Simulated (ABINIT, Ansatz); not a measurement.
# LiCNO (R3m): G0W0 on several meshes in ABINIT, part 2 of 2

Aim: the GW shift of LiCNO (R3m) against the k mesh.

ABINIT 10.8.3; PBEsol and many-body steps on it, plane waves. Known limits of the many-body steps: not at the basis limit.

So far. Step 4 (4×4×4): The gap on the mesh goes from 4.66 eV to 7.32 eV, a correction of +2.66 eV. Step 5 (Empty states on the mesh, 6×6×6 mesh, 69 bands): On this mesh the gap is 4.664 eV.

## 6. Screening, 6×6×6 mesh, 63 bands, screening to 141.5 eV

This step: RPA screening on PBEsol, plane waves, norm-conserving pseudopotentials.

Input file run.abi:

```
acell 3*1.0 Angstrom
rprim 
  1.643988180588 0.949157018607 4.762053928800
  -1.643988180588 0.949157018607 4.762053928800
  0.000000000000 -1.898314037214 4.762053928800
ntypat 4
znucl 3 6 7 8
natom 4
typat 1 2 3 4
xred 
  0.005259000000 0.005259000000 0.005259000000
  0.497462000000 0.497462000000 0.497462000000
  0.413960000000 0.413960000000 0.413960000000
  0.583333333333 0.583333333333 0.583333333333
pp_dirpath "pseudos"
pseudos "Li.upf, C.upf, N.upf, O.upf"
ecut 37
ngkpt 6 6 6
nshiftk 1
shiftk 0 0 0
kptopt 1
chksymbreak 0
istwfk *1
occopt 1
irdwfk 1
optdriver 3
nband 63
ecuteps 5.2
inclvkb 2
awtr 1
symchi 1
indata_prefix "in"
outdata_prefix "out"
tmpdata_prefix "tmp"
```

Command:

```
$ OMP_NUM_THREADS=1 mpirun -n 4 abinit run.abi > log
```

Numbers of over 12 decimals in the logs are rounded to 6 here.

What it wrote:

```text
.Version 10.8.3 of ABINIT. v10.8.2 released Aug 2026.

 Symmetries : space group R3 m (#160); Bravais hR (rhombohedral)
[... echo of the input left out ...]
== DATASET  1 ==================================================================
-   mpi_nproc: 4, omp_nthreads: 1 (-1 if OMP is not activated)

--- !DatasetInfo
iteration_state: {dtset: 1, }
dimensions: {natom: 4, nkpt: 32, mband: 63, nsppol: 1, nspinor: 1, nspden: 1, mpw: 3276, }
cutoff_energies: {ecut:  37.0, pawecutdg:  -1.0, }
electrons: {nelect:   1.80000000E+01, charge:   0.00000000E+00, occopt:   1.00000000E+00, tsmear:   1.00000000E-02, }

 SCREENING: Calculation of the susceptibility and dielectric matrices

 Based on a program developped by R.W. Godby, V. Olevano, G. Onida, and L. Reining.
 Incorporated in ABINIT by V. Olevano, G.-M. Rignanese, and M. Torrent.
.Using double precision arithmetic ; gwpc =  8

[... cell and pseudopotentials left out ...]
--------------------------------------------------------------------------------

 ==== K-mesh for the wavefunctions ====
 Number of points in the irreducible wedge :    32
[... list of points left out ...]
 Together with  6 symmetry operations and time-reversal symmetry
 yields   216 points in the full Brillouin Zone.

 ==== Q-mesh for the screening function ====
 Number of points in the irreducible wedge :    32
[... list of points left out ...]
 Together with  6 symmetry operations and time-reversal symmetry
 yields   216 points in the full Brillouin Zone.

 setmesh: FFT mesh size selected  =    40x   40x   40
          total number of points  =        64000

 vcoul_init : cutoff-mode = AUXILIARY_FUNCTION
 q-points for optical limit:   1
     1)      0.000010    0.000020    0.000030

- screening: taking advantage of time-reversal symmetry
- Maximum band index for partially occupied states nbvw = 9
- Remaining bands to be divided among processors   nbcw = 54
- Number of bands treated by each node ~13

 Number of electrons calculated from density =   18.0000; Expected =   18.0000
 average of density, n =  0.059826
 r_s =    1.5861
 omega_plasma =   23.5940 [eV]

 calculating chi0 at frequencies [eV] :
  1    0.000000E+00    0.000000E+00
  2    0.000000E+00    2.359404E+01

--------------------------------------------------------------------------------
  q-point number  1        q = ( 0.000000, 0.000000, 0.000000) [r.l.u.]
--------------------------------------------------------------------------------
[... chi0 elements left out ...]
 For q-point:  0.000010 0.000020 0.000030
  dielectric constant =   2.3813
  dielectric constant without local fields =   3.0649

  Average fulfillment of the sum rule on Im[epsilon] for q-point    1 :     61.34  [%]
[... wings left out ...]
  q-point number  2        q = ( 0.166667, 0.000000, 0.000000) [r.l.u.]
--------------------------------------------------------------------------------
[... chi0 elements left out ...]
  Average fulfillment of the sum rule on Im[epsilon] for q-point    2 :     74.83  [%]

 [... 30 further q-points ...]
```

Wall time 13 min (4 MPI ranks of Intel Xeon Platinum 8375C at 2.90GHz (Ice Lake), shared host); peak memory 3.5 GiB.

Numbers from this step:

```
ε∞ with local fields, on this mesh, along the program's q direction : 2.381
the same without local fields                                       : 3.065
plasma frequency                                                    : 23.59 eV
plane waves in the screening matrix                                 : 159
```

## 7. 6×6×6

This step: G0W0 on PBEsol, plane waves, norm-conserving pseudopotentials.

run.abi: that of step 6 with these lines changed.

```diff
@@ -25,8 +25,17 @@
 irdwfk 1
-optdriver 3
+optdriver 4
 nband 63
+gwcalctyp 0
+ecutsigx 37
+symsigma 1
+nkptgw 2
+kptgw 
+  0.5000000000 0.5000000000 0.5000000000
+  0.0000000000 0.0000000000 0.0000000000
+bdgw 
+  8 12
+  8 12
 ecuteps 5.2
-inclvkb 2
-awtr 1
-symchi 1
+irdscr 1
+ppmodel 1
 indata_prefix "in"
```

What it wrote:

```text
.Version 10.8.3 of ABINIT. v10.8.2 released Aug 2026.

 Symmetries : space group R3 m (#160); Bravais hR (rhombohedral)
[... echo of the input left out ...]
== DATASET  1 ==================================================================
-   mpi_nproc: 4, omp_nthreads: 1 (-1 if OMP is not activated)

--- !DatasetInfo
iteration_state: {dtset: 1, }
dimensions: {natom: 4, nkpt: 32, mband: 63, nsppol: 1, nspinor: 1, nspden: 1, mpw: 3276, }
cutoff_energies: {ecut:  37.0, pawecutdg:  -1.0, }
electrons: {nelect:   1.80000000E+01, charge:   0.00000000E+00, occopt:   1.00000000E+00, tsmear:   1.00000000E-02, }

 SIGMA: Calculation of the GW corrections

 Based on a program developped by R.W. Godby, V. Olevano, G. Onida, and L. Reining.
 Incorporated in ABINIT by V. Olevano, G.-M. Rignanese, and M. Torrent.
.Using double precision arithmetic ; gwpc =  8

[... cell and pseudopotentials left out ...]
--------------------------------------------------------------------------------

 ==== K-mesh for the wavefunctions ====
 Number of points in the irreducible wedge :    32
[... list of points left out ...]
 Together with  6 symmetry operations and time-reversal symmetry
 yields   216 points in the full Brillouin Zone.

 ==== Q-mesh for screening function ====
 Number of points in the irreducible wedge :    32
[... list of points left out ...]
 Together with  6 symmetry operations and time-reversal symmetry
 yields   216 points in the full Brillouin Zone.

 vcoul_init : cutoff-mode = AUXILIARY_FUNCTION
 q-points for optical limit:   1
     1)      0.000010    0.000020    0.000030
 setmesh: FFT mesh size selected  =    54x   54x   54
          total number of points  =       157464

 Number of electrons calculated from density =   18.0000; Expected =   18.0000
[...]
number of omega for Sigma on real axis              0
 max omega for Sigma on real axis  [eV]           0.00
 zcut for avoiding poles [eV]                     0.10

 EPSILON^-1 parameters (SCR file):
 dimension of the eps^-1 matrix on file            159
 dimension of the eps^-1 matrix used               159
 number of plane-waves for wavefunctions          3259
 number of bands                                    63
 number of q-points in IBZ                          32
 number of frequencies                               2
 number of real frequencies                          1
 number of imag frequencies                          1

 matrix elements of self-energy operator (all in [eV])

 Perturbative Calculation

--- !SelfEnergy_ee
iteration_state: {dtset: 1, }
kpoint     : [   0.500,    0.500,    0.500, ]
spin       : 1
KS_gap     :    4.997
QP_gap     :    7.698
Delta_QP_KS:    2.701
data: !SigmaeeData |
     Band     E0 <VxcDFT>   SigX SigC(E0)      Z dSigC/dE  Sig(E)    E-E0       E
        8  -0.072 -17.881 -22.146   2.602   0.814  -0.229 -19.235  -1.353  -1.425
        9  -0.072 -17.881 -22.146   2.602   0.814  -0.229 -19.235  -1.353  -1.425
       10   4.925  -9.748  -5.079  -3.118   0.869  -0.150  -8.400   1.348   6.273
[...]
--- !SelfEnergy_ee
iteration_state: {dtset: 1, }
kpoint     : [   0.000,    0.000,    0.000, ]
spin       : 1
KS_gap     :    4.820
QP_gap     :    7.558
Delta_QP_KS:    2.738
data: !SigmaeeData |
     Band     E0 <VxcDFT>   SigX SigC(E0)      Z dSigC/dE  Sig(E)    E-E0       E
[...]
11   7.799 -16.092  -9.350  -3.212   0.820  -0.219 -13.196   2.896  10.695
       12   7.799 -16.092  -9.350  -3.212   0.820  -0.219 -13.196   2.896  10.695

== END DATASET(S) ==============================================================
================================================================================

 -outvars: echo values of variables after computation  --------
           etotal      0.0000000000E+00
            nband          63
             nkpt          32
          spgroup         160
 [... the other variables as echoed above ...]

 Calculation completed.
```

The job ended after 18 s (4 MPI ranks; peak memory 2.8 GiB; 73 s of CPU time).

This step gave:

```yaml
g0w0_gap_on_the_points_computed: 7.363 eV
starting_gap_on_the_mesh: 4.664 eV
k_of_the_valence_top: 0.5, 0.5, 0.5
k_of_the_conduction_bottom: 0, 0, 0
z_at_the_valence_top: 0.814
z_at_the_conduction_bottom: 0.865
least_direct_g0w0_gap_on_the_computed_points: 7.558 eV
```

Against G0W0 in ABINIT (4×4×4 mesh, 63 bands, screening to 141.5 eV, Godby-Needs plasmon pole), the gap moves by +0.043 eV.

## 8. Side by side

Times are wall times on 4 MPI ranks of Intel Xeon Platinum 8375C at 2.90GHz (Ice Lake), shared host, good to a factor of about two. A run's time includes the screening step that it read.

| run | mesh | bands | screening cutoff (eV) | DFT gap (eV) | gap on the mesh (eV) | direct (eV) | ε∞ used | time |
| --- | --- | --- | --- | --- | --- | --- | --- | --- |
| 4×4×4 | 4×4×4 | 63 | 141.5 | 4.664 | 7.320 | 7.515 | 2.39 | 98 s |
| 6×6×6 | 6×6×6 | 63 | 141.5 | 4.664 | 7.363 | 7.558 | 2.38 | 13 min |

## 9. Outcome

```
4×4×4        : 7.320 eV
6×6×6        : 7.363 eV
known limits : not at the basis limit
```

What this shows: 6×6×6: +0.043 eV against 4×4×4. Bands and cutoff are finite, so the gap is not at the basis limit. The miss can reach some tenths of an eV and take either sign; the mesh is an error of its own. In the first G0W0 run levels were corrected at 2 k points alone, so a gap called «on the mesh» is the least over those, and an edge elsewhere would be missed.

[Paths, hosts, dates, memory and timing lines, banners, echoed tables and standing remarks are left out of the program output.]

[Logs are printed without paths, hosts, clocks, repeated set-up lines and the standing remarks that a program may print on its own settings, such as how far it seeks lower states.]

[Runs of the session that timed out or met a known fault of the program may be left out.]

[No measured gap is set beside runs whose start may be inverted or whose files or cutoffs have a known fault.]

[Hosts, paths, dates, database ids (printed as entryN), source tags and the programs' standing remarks are cut or masked in the printed files.]

[G0W0 gaps are taken among the corrected bands and points alone; a level outside them can change the order at an edge.]

[Where Ansatz stands beside ABINIT at settings called matched, ABINIT's density can come from a denser mesh and the files from another edition; pairs whose starting gaps differed by over 0.03 eV were left out, so agreement reads better than it is.]
